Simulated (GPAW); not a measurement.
# WGe2P4 monolayer in an electric field

How does WGe2P4 monolayer screen a perpendicular field?

Program: GPAW 26.7.0. Level of theory: GPAW, PAW setups; layer in a repeated cell with vacuum, relaxation of atoms and in-plane cell, in the first sound run; inputs show where later runs differ. Results are calculated unless marked as measured.

### 1. Starting point

The cell holds 7 atoms: 4 P, 2 Ge and 1 W. Its edges and angles: a = 3.580 Å, b = 3.580 Å, c = 26.748 Å, α = 90.0°, β = 90.0°, γ = 120.0°. Vacuum lies along c.

### 2. Relaxation

The atoms are relaxed first, since the surface dipole, and with it the work function, follows the positions of the outer layers.

run.py

```python
import json
import numpy as np
from ase import Atoms
from ase.filters import FrechetCellFilter
from ase.optimize import BFGS
from gpaw import GPAW, PW

slab = Atoms(
    ['P', 'Ge', 'P', 'W', 'P', 'Ge', 'P'],
    positions=[
        [0.00000, 0.00000, 9.00000],
        [-0.00000, 2.06691, 9.75357],
        [-0.00000, 2.06691, 11.95357],
        [0.00000, 0.00000, 13.37411],
        [-0.00000, 2.06691, 14.79465],
        [-0.00000, 2.06691, 16.99465],
        [0.00000, 0.00000, 17.74822]],
    cell=[[3.58, 0.0, 0.0], [-1.79, 3.10037, 0.0], [0.0, 0.0, 26.7482]],
    pbc=[True, True, True])

slab.calc = GPAW(mode=PW(600), xc='PBE', kpts={'size': (9, 9, 1), 'gamma': True},
                 occupations={'name': 'fermi-dirac', 'width': 0.05}, nbands='200%',
                 convergence={'density': 1e-05}, maxiter=200,
                 symmetry={'tolerance': 1e-3}, txt='slab.txt')
result = {}
# The in-plane cell is free; stress needs a cell that repeats along all three vectors
path = []
opt = BFGS(FrechetCellFilter(slab, mask=[1, 1, 0, 0, 0, 1]), maxstep=0.2)
opt.attach(lambda: path.append((slab.get_potential_energy(), slab.positions.tolist(), slab.get_forces().tolist())))
result['relaxed'] = bool(opt.run(fmax=0.02, steps=45))
result['path'] = path
result['cell'] = slab.cell.tolist()
print('in-plane lattice', slab.cell.cellpar().round(4)[[0, 1, 5]])
energy = slab.get_potential_energy()
fermi = slab.calc.get_fermi_level()
v = slab.calc.get_electrostatic_potential().mean((0, 1)) - fermi
n = slab.calc.get_pseudo_density().mean((0, 1))
L = slab.cell[2, 2]
z = np.arange(len(v)) * L / len(v)
low, high = slab.positions[:, 2].min(), slab.positions[:, 2].max()
below, above = np.interp([low - 6.8, high + 6.8], z, v)
slopes = [np.interp(x, z, np.gradient(v, z)) for x in (low - 6.8, high + 6.8)]
eps = np.array([[slab.calc.get_eigenvalues(k, s) for k in range(len(slab.calc.get_ibz_k_points()))]
                for s in range(slab.calc.get_number_of_spins())]) - fermi
top, bottom = eps[eps < 0].max(), eps[eps > 0].min()
dipole = slab.get_dipole_moment()[2]
print(f'energy {energy:.4f} eV, Fermi level {fermi:.4f} eV, dipole {dipole:.5f} e A')
print(f'potential 6.8 A off the faces, from the Fermi level: lower {below:.4f} eV, upper {above:.4f} eV')
print(f'slope of the potential there: lower {slopes[0]:.5f}, upper {slopes[1]:.5f} eV/A')
print(f'nearest levels on the mesh: {top:.4f} and {bottom:.4f} eV')
print('magnetic moment', round(slab.get_magnetic_moment(), 3))
result.update(energy=energy, fermi=fermi, dipole=dipole, below=below, above=above, slopes=slopes, edges=[top, bottom],
              z=z.tolist(), v=v.tolist(), n=n.tolist(), positions=slab.positions.tolist(),
              forces=slab.get_forces(apply_constraint=False).tolist(), moments=slab.get_magnetic_moments().tolist())
json.dump(result, open('result.json', 'w'))
```

The run is started by

```console
> OMP_NUM_THREADS=1 OPENBLAS_NUM_THREADS=1 python run.py
```

Log:

```text
Step          Energy          fmax
BFGS:    0      -41.370311        3.381613
BFGS:    1      -41.887998        2.816365
BFGS:    2      -42.596328        0.827779
BFGS:    3      -42.630172        0.555286
BFGS:    4      -42.695829        0.678031
BFGS:    5      -42.785060        0.608125
BFGS:    6      -42.851359        0.598360
BFGS:    7      -42.880165        0.381703
BFGS:    8      -42.891554        0.339311
BFGS:    9      -42.897839        0.270614
BFGS:   10      -42.903661        0.245297
BFGS:   11      -42.910587        0.286170
BFGS:   12      -42.916297        0.190950
BFGS:   13      -42.918672        0.074676
BFGS:   14      -42.919017        0.012957
in-plane lattice [  3.5413   3.5413 120.    ]
energy -42.9190 eV, Fermi level 0.6256 eV, dipole 0.00214 e A
potential 6.8 A off the faces, from the Fermi level: lower 5.0383 eV, upper 5.0374 eV
slope of the potential there: lower 0.00019, upper 0.00034 eV/A
nearest levels on the mesh: -0.3428 and 0.2949 eV
magnetic moment 0.0
```

Wall time 25 min (1 thread of Arm Neoverse V2, shared host); peak memory 0.78 GiB.

Numbers from this step:

```
dipole along the normal                    : 0.002144 e·Å
levels nearest the Fermi level on the mesh : -0.3428, 0.2949 eV from the Fermi level
```

The electrostatic potential energy of an electron (without an applied field's), less the Fermi level, planar mean oscillates, so the rows of the table below give means over windows of 1.67 Å about each position, cut where the curve ends. Its maxima inside the range that stand out by 2 % of the span (Å: eV): 9.0: -10.2, 10.9: 1.67, 12.5: -7.51, 14.2: -7.51, 15.9: 1.66, 17.7: -10.2. Its minima: 8.6: -13.9, 9.6: -15.0, 12.0: -12.6, 13.4: -19.1, 14.7: -12.6, 17.1: -15.0, 18.1: -13.9.

The electrostatic potential energy of an electron (without an applied field's), less the Fermi level, planar mean by z; means over each step:

```
z (Å)  electrostatic potential energy of an electron (without an applied field's), less the Fermi level, planar mean (eV)
 0.83                                                                                                                5.04
 2.50                                                                                                                5.04
 4.17                                                                                                                5.04
 5.84                                                                                                                5.00
 7.51                                                                                                               0.553
 9.18                                                                                                               -12.3
10.86                                                                                                               -1.56
12.52                                                                                                               -11.6
14.20                                                                                                               -11.8
15.86                                                                                                               -1.55
17.54                                                                                                               -12.3
19.20                                                                                                               0.265
20.88                                                                                                                4.99
22.55                                                                                                                5.04
24.21                                                                                                                5.04
25.88                                                                                                                5.04
```

The pseudo valence density, planar mean oscillates, so the rows of the table below give means over windows of 1 Å about each position, cut where the curve ends. Its maxima inside the range that stand out by 2 % of the span (Å: e/Å³): 9.0: 0.449, 10.0: 0.235, 13.4: 1.24, 16.7: 0.235, 17.7: 0.449. Its minima: 9.7: 0.0694, 10.7: 0.132, 16.0: 0.132, 17.1: 0.0694.

Table of pseudo valence density, planar mean by z; means over each step:

```
z (Å)  pseudo valence density, planar mean (e/Å³)
    5                                      1.1e-4
    6                                     0.00191
    7                                      0.0336
    8                                       0.215
    9                                       0.359
   10                                       0.168
   11                                       0.166
   12                                       0.319
   13                                       0.818
   14                                       0.624
   15                                       0.271
   16                                       0.157
   17                                       0.194
   18                                       0.357
   19                                       0.164
   20                                      0.0170
   21                                      9.4e-4
   22                                      5.2e-5
```

The relaxation lowered the energy of the cell by 1.55 eV (energies extrapolated to zero smearing; the optimiser's log prints free energies). The largest force left on a free atom is 0.013 eV/Å.

### 3. Plane waves, PBE

With the geometry fixed, the planar mean of the potential gives the vacuum level on each side.

This step: GPAW, PAW setups; slab in vacuum (GPAW 26.7.0).

The cell differs from the one that the last finished run ended in (c 26.748 → 27.706 Å).

Edit run.py of step 2 so:

```diff
@@ -3,4 +3,2 @@
 from ase import Atoms
-from ase.filters import FrechetCellFilter
-from ase.optimize import BFGS
 from gpaw import GPAW, PW
@@ -10,25 +8,18 @@
     positions=[
-        [0.00000, 0.00000, 9.00000],
-        [-0.00000, 2.06691, 9.75357],
-        [-0.00000, 2.06691, 11.95357],
-        [0.00000, 0.00000, 13.37411],
-        [-0.00000, 2.06691, 14.79465],
-        [-0.00000, 2.06691, 16.99465],
-        [0.00000, 0.00000, 17.74822]],
-    cell=[[3.58, 0.0, 0.0], [-1.79, 3.10037, 0.0], [0.0, 0.0, 26.7482]],
-    pbc=[True, True, True])
+        [-0.00000, -0.00000, 9.00000],
+        [-0.00000, 2.04455, 10.10614],
+        [-0.00000, 2.04455, 12.46046],
+        [-0.00000, 0.00000, 13.85283],
+        [-0.00000, 2.04455, 15.24520],
+        [-0.00000, 2.04455, 17.59952],
+        [-0.00000, 0.00000, 18.70566]],
+    cell=[[3.54127, 0.0, 0.0], [-1.77064, 3.06683, 0.0], [0.0, 0.0, 27.7057]],
+    pbc=[True, True, False])
 
-slab.calc = GPAW(mode=PW(600), xc='PBE', kpts={'size': (9, 9, 1), 'gamma': True},
+slab.calc = GPAW(mode=PW(400), xc='PBE', kpts={'size': (9, 9, 1), 'gamma': True},
                  occupations={'name': 'fermi-dirac', 'width': 0.05}, nbands='200%',
                  convergence={'density': 1e-05}, maxiter=200,
+                 poissonsolver={'dipolelayer': 'xy'},
                  symmetry={'tolerance': 1e-3}, txt='slab.txt')
 result = {}
-# The in-plane cell is free; stress needs a cell that repeats along all three vectors
-path = []
-opt = BFGS(FrechetCellFilter(slab, mask=[1, 1, 0, 0, 0, 1]), maxstep=0.2)
-opt.attach(lambda: path.append((slab.get_potential_energy(), slab.positions.tolist(), slab.get_forces().tolist())))
-result['relaxed'] = bool(opt.run(fmax=0.02, steps=45))
-result['path'] = path
-result['cell'] = slab.cell.tolist()
-print('in-plane lattice', slab.cell.cellpar().round(4)[[0, 1, 5]])
 energy = slab.get_potential_energy()
```

Log:

```text
energy -42.8951 eV, Fermi level 0.4301 eV, dipole 0.00094 e A
potential 6.8 A off the faces, from the Fermi level: lower 5.0308 eV, upper 5.0448 eV
slope of the potential there: lower -0.00010, upper 0.00010 eV/A
nearest levels on the mesh: -0.3427 and 0.2948 eV
magnetic moment 0.0
```

Run time: 70 s. Hardware: 1 thread; peak memory 0.26 GiB.

This step gave:

```
dipole along the normal                    : 9.36e-4 e·Å
levels nearest the Fermi level on the mesh : -0.3427, 0.2948 eV from the Fermi level
upper work function                        : 5.045 eV
lower work function                        : 5.031 eV
upper ionisation energy                    : 5.388 eV
```

The electrostatic potential energy of an electron (without an applied field's), less the Fermi level, planar mean oscillates, so the rows of the table below give means over windows of 1.73 Å about each position, cut where the curve ends. Its maxima inside the range that stand out by 2 % of the span (Å: eV): 9.5: -10.2, 11.4: 1.66, 13.0: -7.59, 14.7: -7.59, 16.3: 1.66, 18.2: -10.2. Its minima: 9.1: -13.9, 10.1: -15.1, 12.4: -12.6, 13.9: -19.1, 15.3: -12.6, 17.6: -15.0, 18.6: -13.9.

The electrostatic potential energy of an electron (without an applied field's), less the Fermi level, planar mean by z; means over each step:

```
z (Å)  electrostatic potential energy of an electron (without an applied field's), less the Fermi level, planar mean (eV)
 0.86                                                                                                                5.03
 2.59                                                                                                                5.03
 4.32                                                                                                                5.03
 6.05                                                                                                                5.01
 7.78                                                                                                                2.18
 9.51                                                                                                               -12.3
11.24                                                                                                               -1.85
12.97                                                                                                               -11.5
14.70                                                                                                               -11.6
16.43                                                                                                               -1.80
18.16                                                                                                               -12.3
19.89                                                                                                                2.01
21.62                                                                                                                5.02
23.35                                                                                                                5.04
25.08                                                                                                                5.04
26.81                                                                                                                5.04
```

The pseudo valence density, planar mean oscillates, so the rows of the table below give means over windows of 1 Å about each position, cut where the curve ends. Its maxima inside the range that stand out by 2 % of the span (Å: e/Å³): 9.5: 0.450, 10.6: 0.237, 13.9: 1.24, 17.1: 0.236, 18.2: 0.450. Its minima: 10.2: 0.0690, 11.3: 0.132, 16.5: 0.132, 17.5: 0.0690.

Table of pseudo valence density, planar mean by z; means over each step:

```
z (Å)  pseudo valence density, planar mean (e/Å³)
    5                                      2.8e-5
    6                                      4.8e-4
    7                                     0.00911
    8                                       0.114
    9                                       0.320
   10                                       0.240
   11                                       0.168
   12                                       0.234
   13                                       0.483
   14                                       0.928
   15                                       0.368
   16                                       0.193
   17                                       0.173
   18                                       0.311
   19                                       0.261
   20                                      0.0605
   21                                     0.00388
   22                                      2.1e-4
   23                                      1.2e-5
```

The layer is gapped, so the Fermi level lies somewhere inside the gap, set by smearing and numerics, and these work functions are no property of the material; the band edges below the vacuum level are. The potential is flat to 9.5e-5 eV/Å where it is read, so the vacuum is wide enough.

### 4. Field on

A uniform field along the normal polarises the slab; the atoms stay fixed, so this is the electronic response alone.

Edit run.py of step 3 so:

```diff
@@ -4,2 +4,3 @@
 from gpaw import GPAW, PW
+from gpaw.external import ConstantElectricField
 
@@ -22,2 +23,3 @@
                  poissonsolver={'dipolelayer': 'xy'},
+                 external=ConstantElectricField(-0.2, [0, 0, 1]),
                  symmetry={'tolerance': 1e-3}, txt='slab.txt')
```

Log:

```text
energy -42.9090 eV, Fermi level 0.4290 eV, dipole -0.13902 e A
potential 6.8 A off the faces, from the Fermi level: lower 3.8822 eV, upper 6.1985 eV
slope of the potential there: lower -0.00010, upper 0.00010 eV/A
nearest levels on the mesh: -0.3416 and 0.2943 eV
magnetic moment 0.0
```

It took 4.5 min on 1 thread; peak memory 0.46 GiB.

Numbers from this step:

```yaml
dipole_along_the_normal: -0.1390 e·Å
levels_nearest_the_fermi_level_on_the_mesh: -0.3416, 0.2943 eV from the Fermi level
potential_below_the_slab_the_applied_field_s_own_ramp_left_out: 3.882 eV from the Fermi level
potential_above_the_slab_the_applied_field_s_own_ramp_left_out: 6.198 eV from the Fermi level
```

The electrostatic potential energy of an electron (without an applied field's), less the Fermi level, planar mean oscillates, so the rows of the table below give means over windows of 1.79 Å about each position, cut where the curve ends. Its maxima inside the range that stand out by 2 % of the span (Å: eV): 9.5: -11.0, 11.4: 1.19, 13.1: -7.74, 14.7: -7.42, 16.3: 2.13, 18.2: -9.37, 27.3: 6.20. Its minima: 9.1: -14.8, 10.1: -15.8, 12.4: -12.9, 13.9: -19.1, 15.3: -12.3, 17.6: -14.3, 18.6: -13.0.

The electrostatic potential energy of an electron (without an applied field's), less the Fermi level, planar mean by z; means over each step:

```
z (Å)  electrostatic potential energy of an electron (without an applied field's), less the Fermi level, planar mean (eV)
 0.90                                                                                                                4.00
 2.69                                                                                                                3.88
 4.47                                                                                                                3.88
 6.27                                                                                                                3.85
 8.05                                                                                                               -1.41
 9.84                                                                                                               -12.2
11.63                                                                                                               -3.39
13.43                                                                                                               -13.0
15.21                                                                                                               -7.46
17.00                                                                                                               -4.90
18.79                                                                                                               -7.08
20.59                                                                                                                5.69
22.38                                                                                                                6.19
24.16                                                                                                                6.20
25.96                                                                                                                6.20
```

Force by atom:

```
atom  x (eV/Å)  y (eV/Å)  z (eV/Å)    size
  P1    0.0000    0.0000   -0.0023  0.0023
 Ge2    0.0000    0.0000   -0.0106  0.0106
  P3    0.0000    0.0000   -0.0155  0.0155
  W4    0.0001   -0.0001    0.0561  0.0561
  P5    0.0000    0.0000   -0.0178  0.0178
 Ge6    0.0000    0.0000   -0.0359  0.0359
  P7    0.0000    0.0000    0.0266  0.0266
```

The dipole is now -0.139 e Å, against 9.4e-4 in the run without a field.

(Part 1 of 2 ends here.)

[Logs are printed without paths, hosts, clocks, repeated set-up lines and the standing remarks that a program may print on its own settings, such as how far it seeks lower states.]

[Hosts, paths, dates, database ids (printed as entryN), source tags and the programs' standing remarks are cut or masked in the printed files.]
